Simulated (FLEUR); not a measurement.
# Magnetic state of Fe (Iron-alpha) from several starts

Does Fe (Iron-alpha) prefer parallel or opposed moments?

Main program and level: FLEUR MaX-R8.1; PBEsol; all-electron FLAPW, Dirac cores, scalar-relativistic bands.

## (1) Set-up

It takes space group Im-3m (No. 229, cubic). Conventional cell: a = 2.866 Å, b = 2.866 Å, c = 2.866 Å, α = 90.00°, β = 90.00°, γ = 90.00°. Nearest to Fe lie 8 Fe at 2.48 Å.

As a file:

```cif
data_structure
_symmetry_space_group_name_H-M 'Im-3m'
_symmetry_Int_Tables_number 229
_cell_length_a 2.8665
_cell_length_b 2.8665
_cell_length_c 2.8665
_cell_angle_alpha 90.000
_cell_angle_beta 90.000
_cell_angle_gamma 90.000
_cell_volume 23.55
loop_
_atom_site_label
_atom_site_type_symbol
_atom_site_symmetry_multiplicity
_atom_site_Wyckoff_symbol
_atom_site_fract_x
_atom_site_fract_y
_atom_site_fract_z
_atom_site_occupancy
Fe1 Fe 2 a 0.00000 0.00000 0.00000 1
```

## (2) Run 1 (ferro +)

The parallel start comes first: it shows whether parallel moments hold.

inpgen writes inp.xml from crystal.txt; cutoffs, mixing, functional, smearing and local orbitals are then set in the file. The k list default-1 (kpts.xml, not shown) is a Γ-centred 18×18×18 mesh; where the ranks do not divide the number of points, some are split in two of half the weight.

inp.xml

```
<?xml version="1.0" encoding="UTF-8" standalone="no"?>
<fleurInput fleurInputVersion="0.39">
   <comment>
      Fe
   </comment>
   <calculationSetup>
      <cutoffs Kmax="3.6" Gmax="10.8" GmaxXC="10.8" numbands="0"/>
      <scfLoop itmax="90" minDistance="0.00002" maxIterBroyd="15" imix="Anderson" alpha="0.05" precondParam="0.0" spinf="2.0" sdNocoIR="T"/>
      <coreElectrons ctail="T" frcor="F" kcrel="1" coretail_lmax="0"/>
      <xcFunctional name="PBEs" relativisticCorrections="F"/>
      <magnetism jspins="2"/>
      <soc l_soc="F" theta="0.0" phi="0.0" spav="F"/>
      <expertModes spex="0" secvar="F"/>
      <geometryOptimization l_f="F" forcealpha="1.0" forcemix="BFGS" epsdisp="0.00001" epsforce="0.00001"/>
      <ldaU l_linMix="F" mixParam="0.05" spinf="1.0"/>
   </calculationSetup>
   <cell>
      <bzIntegration valenceElectrons="16.0" mode="hist" fermiSmearingEnergy="0.00183747">
         <kPointListSelection listName="default-1"/>
         <xi:include xmlns:xi="http://www.w3.org/2001/XInclude" href="kpts.xml"> </xi:include>
      </bzIntegration>
      <xi:include xmlns:xi="http://www.w3.org/2001/XInclude" href="sym.xml"> </xi:include>
      <bulkLattice scale="1.0">
         <bravaisMatrix>
            <row-1>   -2.7084499680829497     2.7084499680829497     2.7084499680829497</row-1>
            <row-2>    2.7084499680829497    -2.7084499680829497     2.7084499680829497</row-2>
            <row-3>    2.7084499680829497     2.7084499680829497    -2.7084499680829497</row-3>
         </bravaisMatrix>
      </bulkLattice>
   </cell>
   <atomSpecies>
      <species name="Iron (Fe) 2.800" element="Fe" atomicNumber="26">
         <mtSphere radius="2.29" gridPoints="757" logIncrement="0.016"/>
         <atomicCutoffs lmax="8" lnonsphr="6"/>
         <electronConfig flipSpins="F">
            <coreConfig>(1s1/2) (2s1/2) (2p1/2) (2p3/2)</coreConfig>
            <valenceConfig>(3s1/2) (3p1/2) (3p3/2) (4s1/2) (3d3/2) (3d5/2)</valenceConfig>
            <stateOccupation state="(3d3/2)" spinUp="1.4" spinDown="1.0"/>
            <stateOccupation state="(3d5/2)" spinUp="3.0" spinDown="0.6"/>
         </electronConfig>
         <energyParameters s="4" p="4" d="3" f="4"/>
         <lo type="SCLO" l="0" n="3" eDeriv="0"/>
         <lo type="SCLO" l="1" n="3" eDeriv="0"/>
      </species>
   </atomSpecies>
   <atomGroups>
      <atomGroup species="Iron (Fe) 2.800">
         <relPos label="                   1">.0000000000 .0000000000 .0000000000</relPos>
         <force calculate="T" relaxXYZ="TTT"/>
      </atomGroup>
   </atomGroups>
   <output dos="F" band="F" slice="F">
      <bandDOS minEnergy="-.5*Htr" maxEnergy="0.5*Htr" sigma="0.015" storeEVData="T"/>
      <plotting iplot="0" polar="F">
         <plot TwoD="T" vec1="  1.0  0.0  0.0" vec2="  0.0  1.0  0.0" vec3="  0.0  0.0  1.0" zero="  0.0  0.0  0.0" file="plot"/>
      </plotting>
      <moessbauerParams electricFieldGradient="F" isomerShift="T" coreHyperfine="T" valenceHyperfine="T"/>
   </output>
</fleurInput>
```

crystal.txt

```
Fe
&input film=F cartesian=F /
-1.43325000000  1.43325000000  1.43325000000
1.43325000000  -1.43325000000  1.43325000000
1.43325000000  1.43325000000  -1.43325000000
1.8897261246
1.0 1.0 1.0

1
26 0.00000000000  0.00000000000  0.00000000000 : 2.800

&kpt div1=18 div2=18 div3=18 gamma=T /
```

Command:

```console
$ OMP_NUM_THREADS=1 inpgen -f crystal.txt > inpgen.log  # inp.xml is then edited as shown
$ OMP_NUM_THREADS=1 mpirun -n 4 fleur_MPI > fleur.log
```

What it wrote:

```text
Welcome to FLEUR        (www.flapw.de)
      MaX-Release 8.1          (www.max-centre.eu)

 ========== k-point set info ==========
 Selected k-point list: default-1
 k-point list type: mesh
 0 x 0 x 0
 Number of k points: 196

 ------------Calculation Setup---------------------------
 Number of MPI-tasks      :            4
 Number of PE/node        :            4
 Number of OMP-threads    :            1
 k-points in parallel     :            4
 pe's per k-point         :            1
 No of k-point loops      :           49
 Eigenvalue solver        :       lapack
 Number of basis functions:           74
 Approximate size of matrices (H+S) per k-point:         0.000 GB
 --------------------------------------------------------
 [... lines of the core solver left out ...]
 Iteration:     1   Distance:      12.26617101 me/bohr^3
 [... lines of the core solver left out ...]
 Iteration:     2   Distance:      10.49253946 me/bohr^3
 [... lines of the core solver left out ...]
 Iteration:     3   Distance:       6.51776611 me/bohr^3
 [... lines of the core solver left out ...]
 Iteration:     4   Distance:       5.89082560 me/bohr^3
 [... lines of the core solver left out ...]
 Iteration:     5   Distance:       2.69600212 me/bohr^3
 [... lines of the core solver left out ...]
 Iteration:     6   Distance:       2.53699341 me/bohr^3
 [... lines of the core solver left out ...]
 Iteration:     7   Distance:       1.54067714 me/bohr^3
 [... lines of the core solver left out ...]
 Iteration:     8   Distance:       1.20306242 me/bohr^3
 [... lines of the core solver left out ...]
 Iteration:     9   Distance:       0.15996327 me/bohr^3
 [... lines of the core solver left out ...]
 Iteration:    10   Distance:       0.05997273 me/bohr^3
 [... lines of the core solver left out ...]
 Iteration:    11   Distance:       0.03348688 me/bohr^3
 [... lines of the core solver left out ...]
 Iteration:    12   Distance:       0.01837007 me/bohr^3
 [... lines of the core solver left out ...]
 Iteration:    13   Distance:       0.00414999 me/bohr^3
 [... lines of the core solver left out ...]
[... rest left out ...]

--- out.xml (last complete iteration) ---
<iteration numberForCurrentRun="   19" overallNumber="   19">
         <energyParameters units="Htr">
            <atomicEP atomType="1" spin="1" branch="4s" branchLowest="-2.88" branchHighest="1.88" value="0.1952179454"/>
            <atomicEP atomType="1" spin="1" branch="4p" branchLowest="-1.62" branchHighest="2.45" value="0.3277893097"/>
            <atomicEP atomType="1" spin="1" branch="3d" branchLowest="-9.99" branchHighest="0.39" value="0.2610091873"/>
            <atomicEP atomType="1" spin="1" branch="4f" branchLowest="-9.99" branchHighest="3.51" value="0.6408638540"/>
            <loAtomicEP atomType="1" spin="1" branch="3s" branchLowest="-29.50" branchHighest="-2.88" value="-2.8853541417"/>
            <loAtomicEP atomType="1" spin="1" branch="3p" branchLowest="-25.06" branchHighest="-1.62" value="-1.6426706072"/>
            <atomicEP atomType="1" spin="2" branch="4s" branchLowest="-2.78" branchHighest="1.95" value="0.1944723487"/>
            <atomicEP atomType="1" spin="2" branch="4p" branchLowest="-1.53" branchHighest="2.52" value="0.3219985737"/>
            <atomicEP atomType="1" spin="2" branch="3d" branchLowest="-9.99" branchHighest="0.49" value="0.3276501807"/>
            <atomicEP atomType="1" spin="2" branch="4f" branchLowest="-9.99" branchHighest="3.58" value="0.6312902603"/>
            <loAtomicEP atomType="1" spin="2" branch="3s" branchLowest="-29.46" branchHighest="-2.78" value="-2.7885434216"/>
            <loAtomicEP atomType="1" spin="2" branch="3p" branchLowest="-25.02" branchHighest="-1.53" value="-1.5483063824"/>
         </energyParameters>
         <bandgap value="0.0017191165" units="eV"/>
         <sumValenceSingleParticleEnergies value="-13.1793765699" units="Htr"/>
         <FermiEnergy value="0.3374490658" units="Htr"/>
         <valenceDensity>
            <mtCharges spin="1">
               <mtCharge atomType="1" total="8.5678829" s="1.1902848" p="3.1680250" d="4.1908993" f="0.0141098"/>
            </mtCharges>
            <mtCharges spin="2">
               <mtCharge atomType="1" total="6.2994864" s="1.1972017" p="3.2050473" d="1.8843172" f="0.0103434"/>
            </mtCharges>
            <spinDependentCharge spin="1" total="9.1086018" interstitial="0.5407189" mtSpheres="8.5678829"/>
            <spinDependentCharge spin="2" total="6.8913982" interstitial="0.5919118" mtSpheres="6.2994864"/>
            <totalCharge value="16.0000000000"/>
         </valenceDensity>
         <allElectronCharges>
            <spinDependentCharge spin="1" total="14.1086066" interstitial="0.5407189" mtSpheres="13.5678877"/>
            <spinDependentCharge spin="2" total="11.8913934" interstitial="0.5919118" mtSpheres="11.2994816"/>
            <totalCharge value="26.0000000001"/>
         </allElectronCharges>
         <magneticMomentsInMTSpheres units="muBohr">
            <globalMagMoment atomType="1" vec="0.00000   0.00000   2.26841"/>
            <localMagMoment atomType="1" vec="0.00000   0.00000   2.26841"/>
         </magneticMomentsInMTSpheres>
         <moessbauerParams unitsHFF="kG" unitsIS="e/bohr^3" unitsEFG="Htr/bohr^2">
            <coreHyperfineField atomType="1" hffTotal="-586.62635" isTotal="14927.73090">
               <shell n="1" l="0" hff="-9.37662" isomerShift="13641.08349"/>
               <shell n="2" l="0" hff="-578.89137" isomerShift="1279.64360"/>
               <shell n="2" l="1" hff="1.64165" isomerShift="7.00381"/>
            </coreHyperfineField>
            <isomerShift atomType="1" nucleusRadius="0.0000903" averageDensity="15120.10274"/>
         </moessbauerParams>
         <totalEnergy value="    -1271.6388582544" units="Htr">
            <sumOfEigenvalues value="     -734.9667573871">
               <coreElectrons value="-721.7873808171"/>
               <valenceElectrons value="-13.1793765699"/>
            </sumOfEigenvalues>
            <densityCoulombPotentialIntegral value="-1952.0831843816"/>
            <densityEffectivePotentialIntegral value="-2023.7797301336"/>
            <chargeDenXCDenIntegral value="-54.7407763979"/>
            <FockExchangeEnergyValence value="0.0000000000"/>
            <FockExchangeEnergyCore value="0.0000000000"/>
            <atomTypeDependentContributions atomType="1">
               <electronNucleiInteractionDifferentMTs value="1519.0303064723"/>
               <MadelungTerm value="-10.6391559400"/>
            </atomTypeDependentContributions>
            <tkbTimesEntropy value="0.0003048245"/>
            <freeEnergy value="-1271.6391630790"/>
            <extrapolationTo0K value="-1271.6390106667"/>
         </totalEnergy>
         <densityConvergence units="me/bohr^3">
            <chargeDensity spin="1" distance="0.0000015698"/>
            <chargeDensity spin="2" distance="0.0000012007"/>
            <overallChargeDensity distance="0.0000016470"/>
            <spinDensity distance="0.0000022582"/>
         </densityConvergence>
      </iteration>
```

It took 8 s on 4 MPI ranks of Arm Neoverse V2, shared host; peak memory 0.17 GiB; 32 s of CPU time.

This step gave:

```yaml
free_energy: -34603.0644 eV
program_s_band_gap_on_this_mesh_in_a_metal_only_a_level_spacing: 0.001719 eV
magnetization: 2.217 μB
final_state: ferromagnetic
largest_moment: 2.268 μB
```

After 19 cycles the largest moment stands at 2.27 μB.

## (3) Order 2, typed as antiferro q=(1/2,1/2,1/2) +-

An opposed order shows whether neighbours prefer unlike signs.

The cell is doubled to 2 atoms to hold this order. The mesh is halved along the doubled vector, so that both cells sample the same points. The k list default-1 (kpts.xml, not shown) is a Γ-centred 9×18×18 mesh.

inp.xml, as its differences from that of step 2:

```diff
@@ -17,3 +17,3 @@
    <cell>
-      <bzIntegration valenceElectrons="16.0" mode="hist" fermiSmearingEnergy="0.00183747">
+      <bzIntegration valenceElectrons="32.0" mode="hist" fermiSmearingEnergy="0.00183747">
          <kPointListSelection listName="default-1"/>
@@ -24,5 +24,5 @@
          <bravaisMatrix>
-            <row-1>   -2.7084499680829497     2.7084499680829497     2.7084499680829497</row-1>
-            <row-2>    2.7084499680829497    -2.7084499680829497     2.7084499680829497</row-2>
-            <row-3>    2.7084499680829497     2.7084499680829497    -2.7084499680829497</row-3>
+            <row-1>   -5.4168999361658994     5.4168999361658994     5.4168999361658994</row-1>
+            <row-2>    0.0000000000000000     0.0000000000000000     5.4168999361658994</row-2>
+            <row-3>    0.0000000000000000     5.4168999361658994     0.0000000000000000</row-3>
          </bravaisMatrix>
@@ -44,2 +44,15 @@
       </species>
+      <species name="Iron (Fe) -2.800" element="Fe" atomicNumber="26">
+         <mtSphere radius="2.29" gridPoints="757" logIncrement="0.016"/>
+         <atomicCutoffs lmax="8" lnonsphr="6"/>
+         <electronConfig flipSpins="F">
+            <coreConfig>(1s1/2) (2s1/2) (2p1/2) (2p3/2)</coreConfig>
+            <valenceConfig>(3s1/2) (3p1/2) (3p3/2) (4s1/2) (3d3/2) (3d5/2)</valenceConfig>
+            <stateOccupation state="(3d3/2)" spinUp="1.0" spinDown="1.4"/>
+            <stateOccupation state="(3d5/2)" spinUp="0.6" spinDown="3.0"/>
+         </electronConfig>
+         <energyParameters s="4" p="4" d="3" f="4"/>
+         <lo type="SCLO" l="0" n="3" eDeriv="0"/>
+         <lo type="SCLO" l="1" n="3" eDeriv="0"/>
+      </species>
    </atomSpecies>
@@ -48,2 +61,6 @@
          <relPos label="                   1">.0000000000 .0000000000 .0000000000</relPos>
+         <force calculate="T" relaxXYZ="TTT"/>
+      </atomGroup>
+      <atomGroup species="Iron (Fe) -2.800">
+         <relPos label="                   2">1.000/2.000 .0000000000 .0000000000</relPos>
          <force calculate="T" relaxXYZ="TTT"/>
```

crystal.txt

```
Fe
&input film=F cartesian=F /
-2.86650000000  2.86650000000  2.86650000000
0.00000000000  0.00000000000  2.86650000000
0.00000000000  2.86650000000  0.00000000000
1.8897261246
1.0 1.0 1.0

2
26 0.00000000000  0.00000000000  0.00000000000 : 2.800
26 0.50000000000  0.00000000000  0.00000000000 : -2.800

&kpt div1=9 div2=18 div3=18 gamma=T /
```

What it wrote:

```text
[banner, memory and clock lines left out]
Welcome to FLEUR        (www.flapw.de)
      MaX-Release 8.1          (www.max-centre.eu)

 ========== k-point set info ==========
 Selected k-point list: default-1
 k-point list type: mesh
 0 x 0 x 0
 Number of k points: 292

 ------------Calculation Setup---------------------------
 Number of PE/node        :            4
 Number of OMP-threads    :            1
 k-points in parallel     :            4
 pe's per k-point         :            1
 No of k-point loops      :           73
 Eigenvalue solver        :       lapack
 Number of basis functions:          148
 Approximate size of matrices (H+S) per k-point:         0.000 GB
 [... lines of the core solver left out ...]
 Iteration:     1   Distance:      14.12851610 me/bohr^3
 [... lines of the core solver left out ...]
 Iteration:     2   Distance:      13.35461487 me/bohr^3
 [... lines of the core solver left out ...]
 Iteration:     3   Distance:       9.68378401 me/bohr^3
 [... lines of the core solver left out ...]
 Iteration:     4   Distance:      10.25541233 me/bohr^3
 [... lines of the core solver left out ...]
 Iteration:     5   Distance:       6.76830244 me/bohr^3
 [... lines of the core solver left out ...]
 Iteration:     6   Distance:       9.63005225 me/bohr^3
 [... lines of the core solver left out ...]
 Iteration:     7   Distance:       2.61265245 me/bohr^3
 [... lines of the core solver left out ...]
[... rest left out ...]

--- out.xml (last complete iteration) ---
<iteration numberForCurrentRun="   27" overallNumber="   27">
         [... left out ...]
         <bandgap value="0.0000000057" units="eV"/>
         <sumValenceSingleParticleEnergies value="-26.3865696881" units="Htr"/>
         <FermiEnergy value="0.3482753956" units="Htr"/>
         <valenceDensity>
            <mtCharges spin="1">
               <mtCharge atomType="1" total="8.2874527" s="1.2073423" p="3.1977342" d="3.8669813" f="0.0122644"/>
               <mtCharge atomType="2" total="6.5832479" s="1.1849985" p="3.1761728" d="2.2042950" f="0.0135779"/>
            </mtCharges>
            <mtCharges spin="2">
               <mtCharge atomType="1" total="6.5832478" s="1.1849985" p="3.1761728" d="2.2042950" f="0.0135779"/>
               <mtCharge atomType="2" total="8.2874527" s="1.2073423" p="3.1977342" d="3.8669812" f="0.0122644"/>
            </mtCharges>
            <spinDependentCharge spin="1" total="16.0000001" interstitial="1.1292994" mtSpheres="14.8707006"/>
            <spinDependentCharge spin="2" total="15.9999999" interstitial="1.1292994" mtSpheres="14.8707005"/>
            <totalCharge value="32.0000000000"/>
         </valenceDensity>
         [... left out ...]
         <magneticMomentsInMTSpheres units="muBohr">
            <globalMagMoment atomType="1" vec="0.00000   0.00000   1.70421"/>
            <localMagMoment atomType="1" vec="0.00000   0.00000   1.70421"/>
            <globalMagMoment atomType="2" vec="0.00000   0.00000  -1.70421"/>
            <localMagMoment atomType="2" vec="0.00000   0.00000  -1.70421"/>
         </magneticMomentsInMTSpheres>
         [... left out ...]
         <totalEnergy value="    -2543.2438093809" units="Htr">
            <sumOfEigenvalues value="    -1470.0841111867">
               <coreElectrons value="-1443.6975414985"/>
               <valenceElectrons value="-26.3865696881"/>
            </sumOfEigenvalues>
            <densityCoulombPotentialIntegral value="-3904.3103240472"/>
            <densityEffectivePotentialIntegral value="-4047.6175928484"/>
            <chargeDenXCDenIntegral value="-109.4171944461"/>
            <FockExchangeEnergyValence value="0.0000000000"/>
            <FockExchangeEnergyCore value="0.0000000000"/>
         [... left out ...]
            <tkbTimesEntropy value="0.0017235641"/>
            <freeEnergy value="-2543.2455329450"/>
            <extrapolationTo0K value="-2543.2446711629"/>
         </totalEnergy>
         <densityConvergence units="me/bohr^3">
            <chargeDensity spin="1" distance="0.0000029987"/>
            <chargeDensity spin="2" distance="0.0000032034"/>
            <overallChargeDensity distance="0.0000034546"/>
            <spinDensity distance="0.0000051550"/>
         </densityConvergence>
      </iteration>
```

The job ended after 49 s (4 MPI ranks; peak memory 0.23 GiB).

Numbers from this step:

```
free energy                                                       : -69205.2365 eV
program's band gap on this mesh (in a metal only a level spacing) : 5.70e-9 eV
magnetization                                                     : 0 μB
final state                                                       : antiferromagnetic
largest moment                                                    : 1.704 μB
```

It lies 446 meV a seeded atom over the first start, and its largest moment is 1.70 μB against 2.27 μB.

(Continued in part 2 of 2.)

[Logs and program files are shortened in this print: banners, set-up blocks, solver, clock and traceback lines can be left out without a mark of their own.]

[Logs are printed without paths, hosts, clocks, repeated set-up lines and the standing remarks that a program may print on its own settings, such as how far it seeks lower states.]

[Hosts, paths, dates, database ids (printed as entryN), source tags and the programs' standing remarks are cut or masked in the printed files.]

[Where a cell is said to come from a database of computed structures, the database is the Materials Project.]
